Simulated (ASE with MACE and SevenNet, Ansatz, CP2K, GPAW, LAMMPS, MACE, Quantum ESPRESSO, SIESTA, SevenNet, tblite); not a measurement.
# Machine-learned potentials runs on ionic liquid ethylpyridinium dicyanamide with Li salt at 400 K (98 atoms)

Aim: run ionic liquid ethylpyridinium dicyanamide with Li salt at 400 K (98 atoms) in machine-learned potentials and see how near its forces come to a plane-wave reference, and at what cost.

Program: ASE with MACE and SevenNet. Level of theory: the method is named at each step. Results are calculated unless marked as measured.

### Step 1. Starting point

The cell holds 98 atoms: 38 C, 19 N, 40 H and 1 Li. Its edges and angles: a = 10.520 Å, b = 10.520 Å, c = 10.520 Å, α = 90.0°, β = 90.0°, γ = 90.0°. 4 ethylpyridinium, 5 dicyanamide, 1 Li+ placed at random, at 1.1 g/cm³; overlaps pushed apart, then 10 ps at 700 K with Joung-Cheatham ions (J. Phys. Chem. B 112, 9020 (2008)); MMFF94 bonds, angles, torsions, charges and radii (Halgren, J. Comput. Chem. 17, 490 (1996)) in harmonic and 12-6 forms; charges of ions scaled by 0.8. Snapshot after 30 ps at 400 K and fixed volume.

The yardstick, on the same geometry:

```
method                                           : Kohn-Sham DFT, PBE, PAW, plane waves (Ansatz 0.2.0); cutoff 420 eV, Γ point, fermi-dirac smearing of 0.05 eV; PAW set soft_2
r.m.s. force component                           : 1.687 eV/Å
longest force                                    : 9.652 eV/Å
pressure                                         : 0.7686 GPa
gap (highest filled to lowest empty level) : 1.781 eV
SCF cycles                                       : 11
time                                             : 5.9 s on 8 threads of Arm Neoverse V2, shared host
CPU time                                         : 41 s
```

### Step 2. MACE MP-0b3 medium potential

Method: machine-learned interatomic potential MACE MP-0b3 medium, trained on PBE(+U) plane-wave data.

The input, run.py:

```python
import numpy as np
from ase.io import read
import mlip  # loads the published weights by name

atoms = read("structure.xyz")
atoms.calc = mlip.calc("mace-mp-0b3-medium")
energy = atoms.get_potential_energy()
forces = atoms.get_forces()
print(f"energy {energy:.6f} eV")
print("forces (eV/A)")
for i, (a, f) in enumerate(zip(atoms, forces)):
    print(f"{i:4d} {a.symbol:2s} {f[0]:10.5f} {f[1]:10.5f} {f[2]:10.5f}")
stress = -atoms.get_stress(voigt=False) * 160.21766
print("stress (GPa, compression positive)")
for row in stress:
    print(" ".join(f"{x:10.4f}" for x in row))
```

The input, structure.xyz:

```xyz
98
Lattice="10.51987 0.00000 0.00000 0.00000 10.51987 0.00000 0.00000 0.00000 10.51987" Properties=species:S:1:pos:R:3 pbc="T T T"
C 5.06090 8.70730 9.27747
C 4.39962 9.06655 0.00158
N 3.05560 9.53027 10.05626
C 1.94881 8.77462 10.30537
C 0.66938 9.04625 9.92203
C 0.48886 10.17387 9.11442
C 1.65940 0.29140 8.72623
C 2.87382 0.07343 9.29283
H 4.49914 8.07768 8.58989
H 5.42257 9.63010 8.83974
H 5.70556 7.89727 9.42801
H 4.37458 8.26978 0.73997
H 4.93287 9.88794 0.42953
H 2.11313 7.90368 0.47287
H 10.33199 8.38065 10.14115
H 10.03511 0.09468 8.78283
H 1.44732 1.24587 8.24295
H 3.78821 0.61078 9.09127
C 9.88184 9.37910 3.29840
C 10.24888 10.03133 4.62096
N 0.51305 9.12841 5.36829
C 0.04734 7.95071 5.76962
C 0.91323 7.05852 6.45962
C 2.19718 7.39379 6.76470
C 2.66311 8.66122 6.39166
C 1.80205 9.44127 5.61729
H 9.50165 10.16283 2.64101
H 0.25279 8.94536 2.89454
H 9.23992 8.55308 3.37214
H 0.16274 0.47750 4.67408
H 9.28852 10.11507 5.22238
H 9.49976 7.65184 5.75816
H 0.44204 6.21451 6.84023
H 2.86477 6.72725 7.29143
H 3.66197 9.04509 6.63425
H 2.18929 10.27707 5.08415
C 7.03074 4.94129 10.11107
C 8.50531 5.03134 9.87479
N 9.22172 4.26549 0.38166
C 9.83092 3.16764 0.09510
C 0.16769 2.58073 1.04368
C 0.14339 3.02446 2.32920
C 9.95138 4.12779 2.63186
C 9.29115 4.74509 1.63689
H 6.78195 3.93885 10.25351
H 6.84728 5.47843 0.48612
H 6.44573 5.45150 9.34827
H 8.69636 4.60328 8.75821
H 8.69783 6.13245 9.89425
H 9.66103 2.84015 9.59528
H 0.65065 1.59997 0.94426
H 0.51873 2.37938 3.08895
H 9.84113 4.40330 3.68995
H 8.82943 5.72176 1.78522
C 4.65978 4.63001 5.86598
C 4.11011 5.08215 4.50093
[... 38 atom lines left out ...]
N 7.79827 0.77489 0.36062
C 7.04253 1.20190 9.71762
N 6.44921 1.57514 8.80892
Li 6.76533 0.48770 7.04789
```

Command:

```sh
> OMP_NUM_THREADS=1 python run.py > output.txt
```

What it wrote:

```text
energy -628.793992 eV
forces (eV/A)
   0 C    -0.22733   -0.74085   -1.11048
   1 C    -0.97340    0.10688   -0.22339
   2 N    -1.08063   -1.56942    1.84201
   3 C     0.78249   -2.28949    2.42031
   4 C    -1.39185    0.41155   -1.04731
   5 C    -0.29360    0.00009   -0.22401
   6 C    -2.03904    2.50668    0.01517
   7 C     1.43473    0.21822   -0.88166
   8 H    -1.17165    0.64348   -0.59428
   9 H     0.51553   -0.27777   -0.54470
  10 H     2.41814   -0.48480    0.76338
  11 H    -0.57759   -0.11173    0.01276
  12 H     0.09399    0.88668    0.63147
  13 H     0.15638    0.62860   -0.68403
  14 H     0.65090    0.18912    0.28471
  15 H     0.66608   -0.67741    0.36228
  16 H     0.66589   -0.10698   -0.63203
  17 H     0.15214    0.55110   -0.15995
  18 C     1.36739    2.09876   -0.08184
  19 C    -3.88662   -0.88777    0.36632
  20 N     1.59755   -0.26536    0.73196
  21 C     0.10970   -2.28117    1.60774
  22 C    -1.29794    1.82136   -0.93534
  23 C     1.37645    0.64238    0.13816
[...]
90 C     3.67100    0.64519    2.17097
  91 N     0.73011    0.07225   -0.12114
  92 N     0.17560   -4.85296    1.33357
  93 C    -1.07142    9.31898   -2.92203
  94 N    -1.65789   -2.17176   -2.29254
  95 C     4.43730   -3.62280    6.91284
  96 N    -1.70561    1.21044   -3.21010
  97 Li   -0.07517    0.34712    0.00142
stress (GPa, compression positive)
   -0.0288    -0.0643    -0.6829
   -0.0643     1.7527    -0.4057
   -0.6829    -0.4057     0.8958
```

Run time: 8.3 s. Hardware: 1 thread of Arm Neoverse V2, shared host; peak memory 1.2 GiB.

Banners, paths, timers and routine set-up lines are dropped from the logs unmarked, and long logs keep their key lines alone; longer cuts are marked.

Compared with the plane-wave run:

```yaml
r_m_s_force_component: 1.719 eV/Å
r_m_s_difference_of_force_components: 186.8 meV/Å
longest_difference_of_force_vectors: 989.7 meV/Å
force_difference_over_r_m_s_force: 11.07 %
slope_of_forces_against_the_reference_s: 1.013
correlation_of_force_components: 0.9942
pressure: 0.8732 GPa
pressure_difference: 0.1046 GPa
```

Length of the force difference by element (eV/Å):

| element | atoms | mean | most |
| --- | --- | --- | --- |
| C | 38 | 0.33 | 0.77 |
| H | 40 | 0.12 | 0.26 |
| Li | 1 | 0.21 | 0.21 |
| N | 19 | 0.42 | 0.99 |

The surroundings of C41, picked at random, nearest first, numbered as they follow in the input and with coordinates relative to it.

```
atom      x      y      z  distance (Å)  bonds     Fx     Fy  Fz (eV/Å)
 C41   0.00   0.00   0.00          0.00      3  -0.65  -1.51      -0.89
 H51   0.48  -0.98  -0.10          1.10      1   0.01   0.38      -0.95
 C42  -0.02   0.44   1.29          1.36      3   0.47  -1.25       0.17
 C40  -0.86   0.59  -0.95          1.41      3   2.37  -2.87      -0.68
 H52   0.35  -0.20   2.05          2.08      1   0.64  -0.25       0.70
 H50  -1.03   0.26  -1.97          2.23      1   0.34  -0.37      -0.18
 N39  -1.47   1.68  -0.66          2.33      3  -0.96   2.72      -0.38
 C43  -0.74   1.55   1.59          2.34      3  -0.36   0.44       2.25
 C44  -1.40   2.16   0.59          2.64      3  -1.06   2.43       0.11
```

Atoms are counted from 1 here, from 0 in the log.

Forces lie 11 % from the reference's, at 0.20 times its CPU time (on 1 against 8 cores).

### Step 3. SevenNet 0 potential

Method: machine-learned interatomic potential SevenNet 0, trained on PBE(+U) plane-wave data.

Changes to run.py since step 2:

```diff
@@ -5,3 +5,3 @@
 atoms = read("structure.xyz")
-atoms.calc = mlip.calc("mace-mp-0b3-medium")
+atoms.calc = mlip.calc("7net-0")
 energy = atoms.get_potential_energy()
```

structure.xyz is that of step 2.

What it wrote:

```text
energy -630.430542 eV
forces (eV/A)
   0 C     0.01419   -0.89746   -1.23245
   1 C    -0.88778    0.05786    0.15839
   2 N    -1.64365   -1.27113    1.44867
   3 C     1.11229   -2.53819    2.32434
   4 C    -1.31702    0.55549   -0.98463
   5 C    -0.35446   -0.18518   -0.14287
   6 C    -1.99799    2.48186   -0.45353
   7 C     1.62968    0.16589   -0.53195
   8 H    -1.20789    0.71486   -0.58109
   9 H     0.59659   -0.27966   -0.59048
  10 H     2.48950   -0.49672    0.71620
  11 H    -0.48427   -0.06447    0.12445
  12 H     0.17835    0.76002    0.61453
  13 H     0.06016    0.64131   -0.62599
  14 H     0.61122    0.37222    0.18983
  15 H     0.59919   -0.78288    0.30531
  16 H     0.65226   -0.06746   -0.45594
  17 H    -0.00183    0.60378   -0.22764
  18 C     1.13544    1.86141   -0.06722
  19 C    -3.61646   -0.81555    0.09731
  20 N     1.69139   -0.57344    0.87696
  21 C     0.16571   -2.08671    1.46895
  22 C    -1.24931    1.79292   -1.11415
  23 C     1.22534    0.75124    0.16994
[...]
90 C     4.23194    0.66910    2.43412
  91 N     0.40913    0.08894   -0.32688
  92 N     0.10031   -5.43111    1.38494
  93 C    -0.97719   10.12745   -3.01278
  94 N    -1.69068   -2.65749   -2.38285
  95 C     4.69662   -3.64727    7.24444
  96 N    -2.01453    1.27648   -3.31655
  97 Li   -0.06814    0.43376   -0.12245
stress (GPa, compression positive)
    0.2355    -0.2122    -0.6221
   -0.2122     1.8490    -0.4402
   -0.6221    -0.4402     1.2827
```

It took 8.4 s on 1 thread; peak memory 1 GiB.

Against the reference:

- r.m.s. force component: 1.782 eV/Å
- r.m.s. difference of force components: 225.1 meV/Å
- longest difference of force vectors: 1146 meV/Å
- force difference over r.m.s. force: 13.34 %
- slope of forces against the reference's: 1.049
- correlation of force components: 0.9931
- pressure: 1.122 GPa
- pressure difference: 0.3538 GPa

Against the first run (11 %), the force difference from the reference is 13 %, at 0.93 times the CPU time.

### Step 4. SevenNet l3i5 potential

Method: machine-learned interatomic potential SevenNet l3i5, trained on PBE(+U) plane-wave data.

Changes to run.py since step 3:

```diff
@@ -5,3 +5,3 @@
 atoms = read("structure.xyz")
-atoms.calc = mlip.calc("7net-0")
+atoms.calc = mlip.calc("7net-l3i5")
 energy = atoms.get_potential_energy()
```

structure.xyz is that of step 3.

What it wrote:

```text
energy -630.981506 eV
forces (eV/A)
   0 C    -0.10723   -0.75910   -1.13757
   1 C    -0.81841    0.18144   -0.09843
   2 N    -1.56729   -1.39130    1.71107
   3 C     1.09996   -2.34644    2.33530
   4 C    -1.43095    0.31315   -0.94090
   5 C    -0.37941   -0.07180   -0.18783
   6 C    -1.87942    2.41683   -0.30378
   7 C     1.51613    0.22274   -0.56206
   8 H    -1.09248    0.54804   -0.57558
   9 H     0.58911   -0.18290   -0.62059
  10 H     2.51529   -0.54900    0.72032
  11 H    -0.64342   -0.17221    0.16889
  12 H     0.15850    0.77769    0.57490
  13 H    -0.07932    0.61745   -0.63089
  14 H     0.57354    0.29836    0.25116
  15 H     0.61977   -0.72359    0.29388
  16 H     0.75607   -0.02967   -0.49743
  17 H    -0.00393    0.75399   -0.36716
  18 C     1.16512    1.84036   -0.29672
  19 C    -3.76211   -0.67127    0.16853
  20 N     1.71854   -0.73673    1.03945
  21 C    -0.16324   -2.05991    1.55109
  22 C    -1.29503    1.65236   -1.01545
  23 C     1.29071    0.73222    0.22275
[...]
90 C     4.04024    0.74525    2.39158
  91 N     0.54275    0.04575   -0.33741
  92 N     0.14453   -5.08749    1.39355
  93 C    -1.05071    9.97454   -3.11538
  94 N    -1.67849   -2.61013   -2.40892
  95 C     4.68957   -3.98742    7.20582
  96 N    -1.91262    1.39050   -3.25472
  97 Li    0.09255    0.47304   -0.06594
stress (GPa, compression positive)
    0.3705    -0.0790    -0.6194
   -0.0790     2.0726    -0.2117
   -0.6194    -0.2117     1.4419
```

The job ended after 10 s (1 thread; peak memory 1.8 GiB).

Against the reference:

| Quantity | Value |
| --- | --- |
| r.m.s. force component | 1.799 eV/Å |
| r.m.s. difference of force components | 210.3 meV/Å |
| longest difference of force vectors | 1062 meV/Å |
| force difference over r.m.s. force | 12.46 % |
| slope of forces against the reference's | 1.06 |
| correlation of force components | 0.9948 |
| pressure | 1.295 GPa |
| pressure difference | 0.5264 GPa |

Against the first run (11 %), the force difference from the reference is 12 %, at 1.2 times the CPU time.

### Step 5. The ladder

Differences are against the plane-wave reference, forces as r.m.s. over components; share is that over the reference's r.m.s. force, slope the least-squares factor from reference forces to these. Total energies of different programs have different zeros and aren't compared.

| run | Δ force, r.m.s. (meV/Å) | share (%) | slope | Δ pressure (GPa) | cores | CPU time | memory (GiB) |
| --- | --- | --- | --- | --- | --- | --- | --- |
| reference | - | - | - | - | 8 | 41 s | 1.2 |
| MACE MP-0b3 medium potential | 187 | 11.1 | 1.013 | 0.105 | 1 | 8.2 s | 1.2 |
| SevenNet 0 potential | 225 | 13.3 | 1.049 | 0.354 | 1 | 7.7 s | 1.0 |
| SevenNet l3i5 potential | 210 | 12.5 | 1.060 | 0.526 | 1 | 10 s | 1.8 |

Times of the machine-learned potentials are mostly Python's start and the loading of weights.

CPU time is summed over cores on a shared host, where runs went side by side, so it is rough. Symmetry, cutoffs, thresholds, outputs and thread counts weren't matched or tuned between programs; memory under MPI is the largest rank's times the ranks.

### Step 6. Summary of results

| Property | Result |
| --- | --- |
| nearest in forces | MACE MP-0b3 medium potential, 11 % |
| its CPU time | 8.2 s |

**Reading.** Machine-learned potentials differ by 11 % (MACE MP-0b3 medium potential) to 13 % (SevenNet 0 potential); they were trained on other programs' data. Machine-learned potentials mimic data converged in k, so the reference's own k-point error enters their differences. The network of contacts between molecules at the start is that of the classical potential that made the cell, and needn't be the one that DFT or experiment would give. The reference's PBE has no dispersion term, which matters for the binding between molecules or layers. The density was typed from a rule of thumb and may lie off the real one at this temperature. The electronic-structure runs sample only Γ, in a cell whose shortest periodic width is 11 Å.

[Also dropped from logs without a mark: logging warnings of Python, and SIESTA's first energy breakdown and zero terms.]

[Logs are printed without paths, hosts, clocks, repeated set-up lines and the standing remarks that a program may print on its own settings, such as how far it seeks lower states.]

[Hosts, paths, dates, database ids (printed as entryN), source tags and the programs' standing remarks are cut or masked in the printed files.]

[The MMFF94 radii named for the starting cell were scaled by 0.96; in molecules described by MMFF94, hydrogen bound to N, O or S took a small fixed 12-6 site in their place.]
